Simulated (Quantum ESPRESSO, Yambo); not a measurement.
# Quasiparticle gap of MoS2 (P6_3/mmc) in Yambo, part 2 of 3

Aim: the G0W0 gap of MoS2 (P6_3/mmc) on PBE, step by step.

Quantum ESPRESSO 7.5 and Yambo 5.3.0; PBE and many-body steps on it, plane waves. Known limits of the many-body steps: not at the basis limit; no spin-orbit coupling; coarse k mesh.

So far. Step 2 (Ground state): The gap is indirect, with the least direct gap 0.77 eV higher. Step 3 (Bands along the symmetry lines): The gap is 0.889 eV, as in the run before at this level.

The database entry behind the starting cell differs from later determinations by our own check (about 0.3 % long), so it need not match the best structure at ambient conditions.

## 4. Empty states on the mesh, 3×3×1 mesh, 112 bands

Level of this step: DFT, PBE, plane waves, norm-conserving pseudopotentials (Quantum ESPRESSO).

The sums over transitions need many empty states on a uniform mesh; this step solves for them.

pw.in

```
&control
  calculation = 'nscf'
  prefix = 'x'
  outdir = 'o'
  pseudo_dir = 'pseudo'
/
&system
  ibrav = 0
  nat = 6
  ntyp = 2
  ecutwfc = 72.0
  nbnd = 112
  force_symmorphic = .true.
/
&electrons
  conv_thr = 1e-9
  electron_maxstep = 80
  diago_full_acc = .true.
  diago_thr_init = 5e-6
/
ATOMIC_SPECIES
  Mo 95.95 Mo.upf
  S 32.06 S.upf
CELL_PARAMETERS angstrom
  3.1690000000 -0.0000000000 0.0000000000
  -1.5845000000 2.7444345046 0.0000000000
  0.0000000000 0.0000000000 12.3240000000
ATOMIC_POSITIONS crystal
  Mo 0.3333333333 0.6666666667 0.2500000000
  Mo 0.6666666667 0.3333333333 0.7500000000
  S 0.3333333333 0.6666666667 0.6230000000
  S 0.6666666667 0.3333333333 0.1230000000
  S 0.3333333333 0.6666666667 0.8770000000
  S 0.6666666667 0.3333333333 0.3770000000
K_POINTS automatic
  3 3 1 0 0 0
```

Started as:

```console
$ OMP_NUM_THREADS=1 mpirun -n 8 pw.x -nk 4 -in pw.in > pw.out
```

What it wrote:

```text
[banner, memory and clock lines left out]
Program PWSCF v.7.5 starts

     Atomic positions and unit cell read from directory:
     o/x.save/

     Message from routine setup:
     using ibrav=0 with symmetry is DISCOURAGED, use correct ibrav instead

     Message from routine divide_et_impera:
     suboptimal parallelization: some nodes have no k-points

     bravais-lattice index     =            0
     lattice parameter (alat)  =       5.9885  a.u.
     unit-cell volume          =     723.3082 (a.u.)^3
     number of atoms/cell      =            6
     number of atomic types    =            2
     number of electrons       =        52.00
     number of Kohn-Sham states=          112
     kinetic-energy cutoff     =      72.0000  Ry
     charge density cutoff     =     288.0000  Ry
     Exchange-correlation= PBE
                           (   1   4   3   4   0   0   0)

     celldm(1)=   5.988542  celldm(2)=   0.000000  celldm(3)=   0.000000
     celldm(4)=   0.000000  celldm(5)=   0.000000  celldm(6)=   0.000000

     crystal axes: (cart. coord. in units of alat)
               a(1) = (   1.000000  -0.000000   0.000000 )
               a(2) = (  -0.500000   0.866025   0.000000 )
               a(3) = (   0.000000   0.000000   3.888924 )

     reciprocal axes: (cart. coord. in units 2 pi/alat)
               b(1) = (  1.000000  0.577350 -0.000000 )
               b(2) = (  0.000000  1.154701 -0.000000 )
               b(3) = ( -0.000000 -0.000000  0.257141 )
     Pseudo is Norm-conserving + core correction, Zval = 14.0
     Generated using ONCVPSP code by D. R. Hamann
     Using radial grid of 1640 points,  6 beta functions with:
     Pseudo is Norm-conserving + core correction, Zval =  6.0
     Generated using ONCVPSP code by D. R. Hamann
     Using radial grid of 1146 points,  6 beta functions with:
     Mo               14.00    95.95000     Mo( 1.00)
     S                 6.00    32.06000     S ( 1.00)

     12 Sym. Ops., with inversion, found

   Cartesian axes

     site n.     atom                  positions (alat units)
         1        Mo     tau(   1) = (  -0.0000000   0.5773503   0.9722310  )
         2        Mo     tau(   2) = (   0.5000000   0.2886751   2.9166930  )
         3        S      tau(   3) = (  -0.0000000   0.5773503   2.4227996  )
         4        S      tau(   4) = (   0.5000000   0.2886751   0.4783376  )
         5        S      tau(   5) = (  -0.0000000   0.5773503   3.4105863  )
         6        S      tau(   6) = (   0.5000000   0.2886751   1.4661243  )

     number of k points=     3
                       cart. coord. in units 2pi/alat
        k(    1) = (   0.0000000   0.0000000   0.0000000), wk =   0.2222222
        k(    2) = (   0.0000000   0.3849002   0.0000000), wk =   1.3333333
        k(    3) = (   0.3333333   0.5773503   0.0000000), wk =   0.4444444

     Dense  grid:    59645 G-vectors     FFT dimensions: (  36,  36, 125)

     The potential is recalculated from file :
     o/x.save/charge-density

     Starting wfcs are   36 randomized atomic wfcs +   76 random wfcs

     Band Structure Calculation

     End of band structure calculation

          k = 0.0000 0.0000 0.0000 (  7437 PWs)   bands (ev):

   -50.5384 -50.5384 -24.6885 -24.6884 -24.4614 -24.4614 -24.4613 -24.4613
    -3.9616  -3.6916  -2.7522  -2.3099   4.1333   5.1657   7.5093   7.7226
     7.7226   7.7359   7.7359   8.8164   8.8164   8.8630   8.8630   9.8089
[...]
k = 0.0000 0.3849 0.0000 (  7472 PWs)   bands (ev):

[...]
k = 0.3333 0.5774 0.0000 (  7476 PWs)   bands (ev):

[...]
45.9635  46.0250  46.0250  46.1253  46.1809  46.1809  47.4762  48.1075
    48.1075  48.5384  48.7534  48.8184  48.8184  49.3135  49.6259  49.6259

     highest occupied, lowest unoccupied level (ev):    10.9922   12.0439

     XML data file, pseudopotentials, collected wavefunctions
```

Elapsed: 6.9 s, on 8 MPI ranks of Arm Neoverse V2, shared host; peak memory 0.62 GiB.

This step gave:

```yaml
gap: 1.052 eV
k_of_the_valence_top: 0, 0, 0
k_of_the_conduction_bottom: 0.3333, 0.3333, 0
least_direct_gap: 1.654 eV
k_points_computed: 3
lowest_point_of_the_top_converged_band_above_the_valence_top: 38.63 eV
```

On this mesh the gap is 1.052 eV. The earlier step found 0.889 eV, so this mesh misses an edge.

## 5. Conversion and set-up

This step: Yambo 5.3.0; conversion and set-up on PBE, plane waves, norm-conserving pseudopotentials.

The states are converted to the many-body program's format and the q mesh is built.

Started as:

```console
$ (cd o/x.save; p2y > p2y.log; mv SAVE ../..); yambo > setup.log
```

What it wrote:

```text
 Yambo, version 5.3.0

 [02] CORE Variables Setup
 =========================

  [02.01] Unit cells
  ==================

  Cell kind             :  HCP
  Atoms in the cell     :  Mo  S
  number of Mo atoms    :  2
  number of S  atoms    :   4

  List of atomic masses
  Mass of Mo    :  95.95000
  Mass of S     :  32.06000

  List of atomic coordinates    : [cc]
  Mo1       : -0.29943E-09   3.4575       5.8222      order 1
  Mo2       :   2.99427   1.72874  17.46674  order 2
  S1       : -0.29943E-09   3.4575       14.509      order 3
  S2       :  2.994271  1.728743  2.864545  order 4
  S3       : -0.29943E-09   3.4575       20.424      order 5
  S4       :  2.994271  1.728743  8.779947  order 6

  Alat factors          :   5.98854   5.18623  23.28898 [a.u.]
  Direct lattice volume :  723.3082 [a.u.]
  Direct lattice vectors:  A[ 1 ]  A[ 2 ]  A[ 3 ]
   A[ 1 ]:  1.000000 -0.000000  0.000000  [iru]
   5.988542 -0.000000  0.000000  [cc]
   A[ 2 ]: -0.500000  1.000000  0.000000  [iru]
  -2.994271  5.186230  0.000000  [cc]
   A[ 3 ]:  0.000000  0.000000  1.000000  [iru]
    0.00000   0.00000  23.28898  [cc]

  Recip. lattice volume :  0.342938 [a.u.]
  Recip. lattice vectors:  B[ 1 ]  B[ 2 ]  B[ 3 ]
   B[ 1 ]:  1.000000  0.500000  0.000000  [iku]
   1.049201  0.605757 -0.000000  [cc]
   B[ 2 ]:  0.000000  1.000000  0.000000  [iku]
   0.000000  1.211513 -0.000000  [cc]
   B[ 3 ]:  0.000000  0.000000  1.000000  [iku]
  -0.000000 -0.000000  0.269792  [cc]

  [02.02] Symmetries
  ==================

  Inversion symmetry    : yes
  Spatial inversion     : yes
  Inversion index       :   7
  K-space Time-reversal : no
  Magnetic symmetries   : no
  Group table correct   : yes
  Symmetries units      :  [cc]

   [S  1]:   1.0000       0.0000       0.0000     -0.20692E-16   1.0000       0.0000       0.0000       0.0000       1.0000
   [S  2]:   1.0000       0.0000       0.0000     -0.20692E-16  -1.0000       0.0000       0.0000       0.0000      -1.0000
   [S  3]: -0.500000  0.866025  0.000000 -0.866025 -0.500000  0.000000  0.000000  0.000000  1.000000
[...]
[S 11]:  0.500000  0.866025  0.000000  0.866025 -0.500000  0.000000  0.000000  0.000000  1.000000
   [S 12]:  0.500000 -0.866025  0.000000 -0.866025 -0.500000  0.000000  0.000000  0.000000  1.000000

  [02.03] Reciprocal space
  ========================

  nG shells         :  2895
  nG charge         :   59645
  nG WFs            :   9161
  nC WFs            :   7476
  G-vecs. in first 80 shells:  [ Number ]
     1    3    5    7    9   15   27   39   41
    53   55   67   79   81   93   99  111  113
   125  137  149  161  167  169  181  193  205
[...]
809   811   823   835   859   865   877   889
  ...
  Shell energy in first 80 shells:  [ mHa ]
[...]
6447.35      6574.92      6604.94      6605.31      6641.33      6750.51      6884.45      6920.48      6932.48
    7133.20      7187.24      7339.19      7442.37      7466.38      7514.79      7867.09      7915.12      8085.08
    8176.25      8188.63      8352.22      8388.24      8776.56      8806.58      8842.98      8922.51
  ...

  [02.04] K-grid lattice
  ======================

  Compatible Grid is   : 2D
  Base K vectors       :  K_min[ 1 ]  K_min[ 2 ]  K_min[ 3 ]
  K_min[ 1 ] :  0.33333      0.86399E-12   0.0000     [rlu]
  K_min[ 2 ] : -0.79644E-17 -0.33333       0.0000     [rlu]
  Grid dimensions      :  3  3
  K lattice UC volume  :  0.038104 [a.u.]

  IBZ K-points                                      :  3
  BZ  K-points                                      :   9

  K/Q-points units:
  rlu = crystal or reduced units; cc = cartesian coordinates; iku = interal k-units

  K [1]          [rlu]:  0.000000  0.000000  0.000000
         WF components:   7437
  K [2]          [rlu]:  0.000000  0.333333  0.000000
         WF components:   7472
  K [3]          [rlu]:  0.333333  0.333333  0.000000
         WF components:   7476

  [02.05] Energies & Occupations
  ==============================

  [X] === General ===
  [X] Electronic Temperature                        :  0.000000  0.000000 [eV K]
  [X] Bosonic    Temperature                        :  0.000000  0.000000 [eV K]
  [X] Finite Temperature mode                       : no
  [X] El. density                                   :  0.48515E+24 [cm-3]
  [X] Fermi Level                                   :  10.99216 [eV]

  [X] === Gaps and Widths ===
  [X] Conduction Band Min                           :  1.051771 [eV]
  [X] Valence Band Max                              :  0.000000 [eV]
  [X] Filled Bands                                  :  26
  [X] Empty Bands                                   :   27  112
  [X] Direct Gap                                    :  1.653898 [eV]
  [X] Direct Gap localized at k                     :  3
  [X] Indirect Gap                                  :  1.051771 [eV]
  [X] Indirect Gap between kpts                     :  1  3
  [X] Last valence band width                       :  1.539690 [eV]
  [X] 1st conduction band width                     :  1.047879 [eV]

  E @ K [1]:  [eV]
  -61.53055 -61.53055 -35.68064 -35.68051 -35.45352 -35.45352 -35.45345 -35.45345
[...]
occ @ K [1]
[...]
E @ K [2]:  [eV]
[...]
occ @ K [2]
[...]
E @ K [3]:  [eV]
[...]
occ @ K [3]
[...]
0.000000  0.000000  0.000000  0.000000  0.000000  0.000000  0.000000  0.000000
   0.000000  0.000000  0.000000  0.000000  0.000000  0.000000  0.000000  0.000000

 [03] Transferred momenta grid and indexing
 ==========================================

 IBZ Q-points                                      :  3
 BZ  Q-points                                      :   9

 K/Q-points units:
 rlu = crystal or reduced units; cc = cartesian coordinates; iku = interal k-units

 Q [1]          [rlu]:  0.000000  0.000000  0.000000
 Q [2]          [rlu]: -0.79644E-17  0.33333       0.0000
 Q [3]          [rlu]:  0.333333  0.333333  0.000000

  [03.01] X indexes
  =================

   [03.01.01] Sigma indexes
   ========================

 [06] Game Over & Game summary
```

The job ended after 2 s (1 MPI rank; peak memory 0.24 GiB).

(Part 2 of 3 ends here.)

[Paths, hosts, dates, memory and timing lines, banners, echoed tables and standing remarks are left out of the program output.]

[Logs are printed without paths, hosts, clocks, repeated set-up lines and the standing remarks that a program may print on its own settings, such as how far it seeks lower states.]

[Runs of the session that timed out or met a known fault of the program may be left out.]

[Hosts, paths, dates, database ids (printed as entryN), source tags and the programs' standing remarks are cut or masked in the printed files.]
